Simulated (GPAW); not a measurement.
The Zr L₃ edge of atom 1 in ZrGa3 (I4/mmm), with 4 Ga at 2.81 Å and 8 Ga at 2.95 Å (distorted cuboctahedral, site symmetry 4/mmm), was computed in 2 ways: excited-electron core hole (neutral cell) and no core hole. Program and functional: GPAW, LDA, Gaussian full width 1.57 eV up to 4 eV, rising linearly to 3.5 eV at 25 eV; cells of 4 and 16 atoms (the run without a hole in the smaller).

Each run is counted from its own lowest empty level or Fermi level and scaled to a mean of 1 over its first 20 eV.

```
E (eV)  run 1  run 2
  -2.0   0.00   0.00
  -1.0   0.07   0.06
   0.0   0.77   0.46
   1.0   2.41   1.07
   2.0   3.30   2.15
   3.0   2.11   2.35
   4.0   1.47   1.85
   5.0   1.26   1.67
   6.0   1.14   1.42
   7.0   0.99   1.18
   8.0   0.82   1.04
   9.0   0.59   0.85
  10.0   0.48   0.66
  11.0   0.42   0.52
  12.0   0.43   0.50
  13.0   0.58   0.59
  14.0   0.64   0.67
  15.0   0.58   0.65
  16.0   0.52   0.60
  17.0   0.50   0.56
  18.0   0.49   0.54
  19.0   0.47   0.51
  20.0   0.45   0.49
  21.0   0.43   0.48
  22.0   0.40   0.44
  23.0   0.36   0.38
  24.0   0.34   0.34
  25.0   0.37   0.35
  26.0   0.45   0.41
  27.0   0.56   0.51
  28.0   0.69   0.63
  29.0   0.80   0.75
  30.0   0.86   0.84
```

The database entry behind the starting cell is an old determination (1942), so it need not match the best structure at ambient conditions.

**Question.** Which run is which?

Run 1: excited-electron core hole (neutral cell) (area from −2 to 6 eV 12.0, main maxima 1.8 eV (3.31) and 13.8 eV (0.64)). Run 2: no core hole (area from −2 to 6 eV 10.3, main maxima 2.6 eV (2.49) and 14.2 eV (0.67)). With each curve scaled to its own mean, the area from −2 to 6 eV with the hole is 12.0 against 10.3, and the centre of weight from −1 to 20 eV moves by -0.9 eV: the hole pulls the absorber's empty states down.

[Banner, clock and machine lines of the logs are left out without a mark of their own.]

[Logs are printed without paths, hosts, clocks, repeated set-up lines and the standing remarks that a program may print on its own settings, such as how far it seeks lower states.]

[Hosts, paths, dates, database ids (printed as entryN), source tags and the programs' standing remarks are cut or masked in the printed files.]

[Lists of maxima count a maximum above −3 eV only where it reaches 4 % of the highest in the window and stands out from its surroundings by 2 % of it (1.5 % where it reaches 55 %); shoulders and weaker maxima are passed over, and of the rest the first, up to two pre-edge ones and the few strongest are named.]
